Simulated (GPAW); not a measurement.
**AgCl (Chlorargyrite): optical spectrum from first principles**

Wanted: where AgCl (Chlorargyrite) starts to absorb, how strongly, and its refractive index. The cell comes from an older database entry, whose edges can differ from later determinations, mostly by under a per cent.

Calculated with GPAW 26.7.0; DFT, revPBE, plane-wave PAW (GPAW data sets), scalar-relativistic, RPA, optical limit.

The database entry behind the starting cell differs from later determinations by our own check (an axis about 1.4 % short against later determinations), so it need not match the best structure at ambient conditions.

### 1. Set-up

It takes space group Fm-3m (No. 225, cubic). Conventional cell: a = 5.470 Å, b = 5.470 Å, c = 5.470 Å, α = 90.00°, β = 90.00°, γ = 90.00°. Ag has 6 Cl at 2.73 Å nearest. Nearest to Cl lie 6 Ag at 2.73 Å. Farther neighbours and most contacts between anions are not listed.

### 2. Ground state

First the ground state: is it a metal or has it a gap?

This step: DFT, revPBE, plane-wave PAW (GPAW data sets), scalar-relativistic, ground state (GPAW 26.7.0).

Input file gs.py:

```python
from ase import Atoms
from ase.dft.bandgap import bandgap
from gpaw import GPAW, PW, FermiDirac

atoms = Atoms(['Ag', 'Cl'],
              cell=[[0.00000000, 2.73500000, 2.73500000],
                    [2.73500000, 0.00000000, 2.73500000],
                    [2.73500000, 2.73500000, 0.00000000]],
              scaled_positions=[[0.00000000, 0.00000000, 0.00000000],
                                [0.50000000, 0.50000000, 0.50000000]],
              pbc=[True, True, True])
atoms.calc = GPAW(mode=PW(500), xc='revPBE', kpts={'size': (7, 7, 7), 'gamma': True},
                  occupations=FermiDirac(0.05), maxiter=150, txt='gs.txt')
print('energy (eV)', atoms.get_potential_energy())
print('Fermi level (eV)', atoms.calc.get_fermi_level())
print('valence electrons', atoms.calc.get_number_of_electrons())
print('gap (eV)', bandgap(atoms.calc, output=None)[0])
print('direct gap (eV)', bandgap(atoms.calc, direct=True, output=None)[0])
atoms.calc.write('gs.gpw')
```

Launch:

```bash
OMP_NUM_THREADS=1 python gs.py
```

Numbers of over 12 decimals in the logs are rounded to 6 here.

The program printed:

```text
__  _  _
 | _ |_)|_||  |
 |__||  | ||/\| - 26.7.0

Versions:
  Python: 3.12.14
  ASE:    3.29.0
  Numpy:  2.5.5
  Scipy:  1.18.1
  Libxc:  7.0.0

Input parameters:
  mode=PW(ecut=500.0),
  kpts=MonkhorstPack(size=(7, 7, 7), gamma=True),
  maxiter=150,
  occupations=Occupations(name='fermi-dirac', width=0.05, fixmagmom=False),
  xc=XC(name='revPBE')

Diagonalizing LCAO Hamiltonian
Converting LCAO to pw mode

                Cl

       Ag

Atoms  # Å, Bohr magnetons
|   | symbol |        x |        y |        z |    initial magnetic moments |
| 0 |     Ag | 0.000000 | 0.000000 | 0.000000 | ( 0.0000,  0.0000,  0.0000) |
| 1 |     Cl | 2.735000 | 2.735000 | 2.735000 | ( 0.0000,  0.0000,  0.0000) |

Unit cell  # Å
| periodic |        x |        y |        z |  lengths |    angles |
|      yes | 0.000000 | 2.735000 | 2.735000 | 3.867874 | 60.000000 |
|      yes | 2.735000 | 0.000000 | 2.735000 | 3.867874 | 60.000000 |
|      yes | 2.735000 | 2.735000 | 0.000000 | 3.867874 | 60.000000 |

Number of symmetries: 48
Symmetry operations  # r_c * U_cc + t_c -> r_c
|    | kind |            matrix            |
|  0 |  σ   |  1, 0, 0,  1, 0,-1,  1,-1, 0 |
|  1 |  C2  |  1, 0, 0,  1,-1, 0,  1, 0,-1 |
|  2 |  E   |  1, 0, 0,  0, 1, 0,  0, 0, 1 |
|  3 |  σ   |  1, 0, 0,  0, 0, 1,  0, 1, 0 |
|  4 |  C4  |  1, 0,-1,  1, 0, 0,  1,-1, 0 |
|  5 |  S6  |  1, 0,-1,  1,-1, 0,  1, 0, 0 |
|  6 |  σ   |  1, 0,-1,  0, 1,-1,  0, 0,-1 |
|  7 |  C3  |  1, 0,-1,  0, 0,-1,  0, 1,-1 |
|  8 |  S6  |  1,-1, 0,  1, 0, 0,  1, 0,-1 |
|  9 |  C4  |  1,-1, 0,  1, 0,-1,  1, 0, 0 |
| 10 |  C3  |  1,-1, 0,  0,-1, 1,  0,-1, 0 |
| 11 |  σ   |  1,-1, 0,  0,-1, 0,  0,-1, 1 |
| 12 |  σ   |  0, 1, 0,  1, 0, 0,  0, 0, 1 |
| 13 |  C4  |  0, 1, 0,  0, 1,-1, -1, 1, 0 |
| 14 |  C3  |  0, 1, 0,  0, 0, 1,  1, 0, 0 |
| 15 |  S6  |  0, 1, 0, -1, 1, 0,  0, 1,-1 |
| 16 |  C2  |  0, 1,-1,  1, 0,-1,  0, 0,-1 |
| 17 |  σ   |  0, 1,-1,  0, 1, 0, -1, 1, 0 |
| 18 |  S4  |  0, 1,-1,  0, 0,-1,  1, 0,-1 |
| 19 |  C4  |  0, 1,-1, -1, 1, 0,  0, 1, 0 |
| 20 |  C3  |  0, 0, 1,  1, 0, 0,  0, 1, 0 |
| 21 |  σ   |  0, 0, 1,  0, 1, 0,  1, 0, 0 |
| 22 |  S6  |  0, 0, 1,  0,-1, 1, -1, 0, 1 |
| 23 |  C4  |  0, 0, 1, -1, 0, 1,  0,-1, 1 |
| 24 |  S4  |  0, 0,-1,  1, 0,-1,  0, 1,-1 |
| 25 |  C3  |  0, 0,-1,  0, 1,-1,  1, 0,-1 |
| 26 |  C2  |  0, 0,-1,  0,-1, 0, -1, 0, 0 |
| 27 |  S6  |  0, 0,-1, -1, 0, 0,  0,-1, 0 |
| 28 |  S4  |  0,-1, 1,  1,-1, 0,  0,-1, 0 |
| 29 |  C4  |  0,-1, 1,  0, 0, 1, -1, 0, 1 |
| 30 |  C2  |  0,-1, 1,  0,-1, 0,  1,-1, 0 |
| 31 |  σ   |  0,-1, 1, -1, 0, 1,  0, 0, 1 |
| 32 |  C3  |  0,-1, 0,  1,-1, 0,  0,-1, 1 |
| 33 |  S6  |  0,-1, 0,  0, 0,-1, -1, 0, 0 |
| 34 |  S4  |  0,-1, 0,  0,-1, 1,  1,-1, 0 |
| 35 |  C2  |  0,-1, 0, -1, 0, 0,  0, 0,-1 |
| 36 |  C2  | -1, 1, 0,  0, 1, 0,  0, 1,-1 |
| 37 |  S6  | -1, 1, 0,  0, 1,-1,  0, 1, 0 |
| 38 |  S4  | -1, 1, 0, -1, 0, 1, -1, 0, 0 |
| 39 |  C3  | -1, 1, 0, -1, 0, 0, -1, 0, 1 |
| 40 |  S6  | -1, 0, 1,  0, 0, 1,  0,-1, 1 |
| 41 |  C2  | -1, 0, 1,  0,-1, 1,  0, 0, 1 |
| 42 |  C3  | -1, 0, 1, -1, 1, 0, -1, 0, 0 |
| 43 |  S4  | -1, 0, 1, -1, 0, 0, -1, 1, 0 |
| 44 |  C2  | -1, 0, 0,  0, 0,-1,  0,-1, 0 |
| 45 |  i   | -1, 0, 0,  0,-1, 0,  0, 0,-1 |
| 46 |  σ   | -1, 0, 0, -1, 1, 0, -1, 0, 1 |
| 47 |  C2  | -1, 0, 0, -1, 0, 1, -1, 1, 0 |

BZ-sampling:
  Number of BZ points: 343
  Number of IBZ points: 20

  Monkhorst-Pack size: [7, 7, 7]
  Monkhorst-Pack shift: [0, 0, 0]

K-points  # in reciprocal-cell coordinates
|     |                                coordinates |     weight |
|   0 | (  0.00000000,   0.00000000,   0.00000000) | 0.00291545 |
|   1 | (  0.14285714,   0.14285714,   0.00000000) | 0.01749271 |
|   2 | (  0.14285714,   0.14285714,   0.14285714) | 0.02332362 |
|   3 | (  0.28571429,   0.14285714,   0.14285714) | 0.03498542 |
|   4 | (  0.28571429,   0.28571429,   0.00000000) | 0.01749271 |
|   5 | (  0.28571429,   0.28571429,   0.14285714) | 0.06997085 |
|   6 | (  0.28571429,   0.28571429,   0.28571429) | 0.02332362 |
|   7 | (  0.42857143,  -0.28571429,  -0.28571429) | 0.03498542 |
|   8 | (  0.42857143,   0.28571429,  -0.42857143) | 0.13994169 |
|   9 | (  0.42857143,   0.28571429,  -0.28571429) | 0.06997085 |
| ... |                                            |            |
|  19 | (  0.42857143,   0.42857143,   0.42857143) | 0.02332362 |

Plane wave coefficients: 1051
Cutoff: 500.0 eV

Spin-components: 1 (collinear spins)
Bands:           16
Projectors:      11
Spin-degeneracy: 2
Datatype:        complex128

Parallelization:
  kpt:    1
  domain: 1
  band:   1

Density:
  Valence electrons: 24.0
  Components: 1
  Grid points: [20 20 20]
  Charge: 0.0  # |e|

Potential:
  Grid points: [20 20 20]

species:
  Ag:
    name:    Silver
    id:
    Z:       47.0
    valence: 17
    core:    30
    charge:  0.0  # [|e|]
    compensation charges:
      type: gauss
      rc: 0.40  # [Å]
      lmax: 2
    cutoffs:
      filter: 2.35  # [Å]
      core: 2.19  # [Å]
    projectors
    | kind |    occ | energy [eV] | rcut [Å] |
    |   5s |  1.000 |      -4.283 |    1.286 |
    |   4p |  6.000 |     -58.516 |    1.328 |
    |   5p |  0.000 |      -0.712 |    1.328 |
    |   4d | 10.000 |      -7.382 |    1.180 |
    |    s |        |      22.929 |    1.286 |
    |    d |        |      19.829 |    1.180 |

    Using partial waves for Ag as LCAO basis

  Cl:
    name:    Chlorine
    id:
    Z:       17.0
    valence: 7
    core:    10
    charge:  0.0  # [|e|]
    compensation charges:
      type: gauss
      rc: 0.25  # [Å]
      lmax: 2
    cutoffs:
      filter: 1.40  # [Å]
      core: 1.49  # [Å]
    projectors
    | kind |    occ | energy [eV] | rcut [Å] |
    |   3s |  2.000 |     -20.668 |    0.794 |
    |   3p |  5.000 |      -8.559 |    0.794 |
    |    s |        |       6.544 |    0.794 |
    |    p |        |      18.652 |    0.794 |
    |    d |        |       0.000 |    0.794 |

    Using partial waves for Cl as LCAO basis

Reference energy: -157161.801148  # eV

eigensolver:
  PPCG
  Converge bands: occupied
  niter=2

density mixing:
  MSR1-Mixer
  Pratt-step length: 0.05
  Maximum mixing coefficient: 0.75
  Old densities: 10
  SVD Regularization: 0.005
  Good broyden scale: 1.0
  Trust region scale: 1.0
  Backstep threshold: 4.0
  History deletion threshold: 6.0
  Fourier metric: weight=20.0, sigma=0.015

occupation numbers:
  Fermi-Dirac:
    width: 0.0500  # eV

poisson solver:
  ecut: 4000.0  # eV

xc functional:
  name: revPBE with 2 nearest neighbor stencil

convergence criteria:
- Maximum [total energy] change in last 3 cyles: 0.0005 eV / valence electron
- Maximum integral of absolute [dens]ity change: 0.0001 electrons / valence electron
- Maximum integral of absolute [eigenst]ate change: 4e-08 eV^2 / valence electron
maximum number of iterations: 150

SCF iterations
|iter     |      energy | eigst |  dens |
|iter:   1||   -4.938863 | -0.51 |       |
|iter:   2||   -4.909929 | -2.08 | -1.53 |
|iter:   3||   -4.785392 | -1.88 | -1.57 |
|iter:   4||   -4.785646 | -3.64 | -2.09 |
|iter:   5||   -4.786049c| -4.29 | -2.48 |
|iter:   6||   -4.786075c| -5.83 | -3.51 |
|iter:   7||   -4.786082c| -6.64 | -3.82 |
|iter:   8||   -4.786082c| -7.55c| -4.53c|

Converged in 8 steps
SCF loop duration: 3.325 s (0.416 s/step)
Energy contributions relative to reference atoms: (reference = -157161.801148)

Energy contributions:
  Kinetic:          15.741932
  Coulomb:         -14.542805
  Zero:              0.042563
  External:          0.000000
  Xc:               -6.027773
  Entropy:          -0.000001
  Spinorbit:         0.000000
  ----------------------------
  Free energy:      -4.786083
  Extrapolated:     -4.786082

dipole moment: (-16.628811, -16.628811, -16.628811)  # |e|*Ang

Fermi level: 5.225
Eigenvalues  # (at kpt = [0.000, 0.000, 0.000])
| band index |      eig [eV] | occ [0-2] |
|          0 |       -48.707 |     2.000 |
|        ... |               |           |
|          4 |         2.070 |     2.000 |
|          5 |         2.070 |     2.000 |
|          6 |         2.070 |     2.000 |
|          7 |         2.114 |     2.000 |
|          8 |         2.114 |     2.000 |
|          9 |         2.148 |     2.000 |
|         10 |         2.148 |     2.000 |
|         11 |         2.148 |     2.000 |
|         12 |         5.679 |     0.000 |
|         13 |        15.393 |     0.000 |
|         14 |        15.393 |     0.000 |
|         15 |        15.393 |     0.000 |

Gap: 1.089 eV
Transition (v -> c):
  (s=0, k=19, n=11, [0.43, 0.43, 0.43]) -> (s=0, k=0, n=12, [0.00, 0.00, 0.00])
Direct/indirect transitions are different
Direct gap: 3.477 eV
Transition at: (s=0, k=2, n=11, [0.14, 0.14, 0.14])

--- standard output ---
energy (eV) -4.786082
Fermi level (eV) 5.224726
valence electrons 24.0
gap (eV) 1.089418
direct gap (eV) 3.476605
```

Wall time 4.7 s (1 thread of Arm Neoverse V2, shared host); peak memory 0.14 GiB.

Numbers from this step:

* energy: -4.786 eV
* Fermi energy: 5.225 eV
* gap on the k-mesh: 1.089 eV
* direct gap on the mesh: 3.477 eV
* electrons: 24

There is a gap, 1.09 eV on this mesh (points off the mesh can give less), so no carriers' term is needed.

### 3. Bands for the response

At the fixed density, many empty bands are solved on the mesh of the response, since the spectrum sums over them.

This step: DFT, revPBE, plane-wave PAW (GPAW data sets), scalar-relativistic, bands at fixed density (GPAW 26.7.0).

Input file nscf.py:

```python
from ase.dft.bandgap import bandgap
from gpaw import GPAW, FermiDirac

calc = GPAW('gs.gpw').fixed_density(kpts={'size': (10, 10, 10), 'gamma': True}, nbands=40, convergence={'bands': 34},
                                    occupations=FermiDirac(0.001), txt='nscf.txt')
print('gap (eV)', bandgap(calc, output=None)[0])
print('direct gap (eV)', bandgap(calc, direct=True, output=None)[0])
print('top band over the Fermi level (eV)', min(calc.get_eigenvalues(kpt=k)[33] for k in range(len(calc.get_ibz_k_points()))) - calc.get_fermi_level())
calc.write('full.gpw', mode='all')
```

Launch:

```bash
OMP_NUM_THREADS=1 python nscf.py
```

The program printed:

```text
Diagonalizing LCAO Hamiltonian
Converting LCAO to pw mode
convergence criteria:
- Maximum integral of absolute [eigenst]ate change: 4e-08 eV^2 / valence electron
maximum number of iterations: 150

SCF iterations
|iter     |      energy | eigst |  dens |
|iter:   1||             | +3.33 |       |
|iter:   2||             | +1.74 |       |
|iter:   3||             | +0.62 |       |
|iter:   4||             | -0.50 |       |
|iter:   5||             | -1.52 |       |
|iter:   6||             | -2.41 |       |
|iter:   7||             | -3.29 |       |
|iter:   8||             | -4.20 |       |
|iter:   9||             | -5.13 |       |
|iter:  10||             | -6.02 |       |
|iter:  11||             | -6.83 |       |
|iter:  12||             | -7.38 |       |
|iter:  13||             | -7.96c|       |
SCF steps: 13
  __  _  _
 | _ |_)|_||  |
 |__||  | ||/\| - 26.7.0

Versions:
  Python: 3.12.14
  ASE:    3.29.0
  Numpy:  2.5.5
  Scipy:  1.18.1
  Libxc:  7.0.0

Input parameters:
  mode=PW(ecut=500.0),
  convergence={'bands': 34},
  gpts=array([20, 20, 20]),
  kpts=MonkhorstPack(size=(10, 10, 10), gamma=True),
  maxiter=150,
  nbands=40,
  occupations=Occupations(name='fermi-dirac', width=0.001, fixmagmom=False),
  parallel={},
  xc=XC(name='revPBE')

--- standard output ---
gap (eV) 1.007235
direct gap (eV) 3.357137
top band over the Fermi level (eV) 30.748360
```

Run time: 29 s. Hardware: 1 thread; peak memory 0.18 GiB.

Read-outs, printed or worked out from the files:

```
gap on the k-mesh      : 1.007 eV
direct gap on the mesh : 3.357 eV
```

[end of part 1 of 2]

[Machine, clock and banner lines and Python warnings are left out of the logs.]

[Logs are printed without paths, hosts, clocks, repeated set-up lines and the standing remarks that a program may print on its own settings, such as how far it seeks lower states.]

[Hosts, paths, dates, database ids (printed as entryN), source tags and the programs' standing remarks are cut or masked in the printed files.]
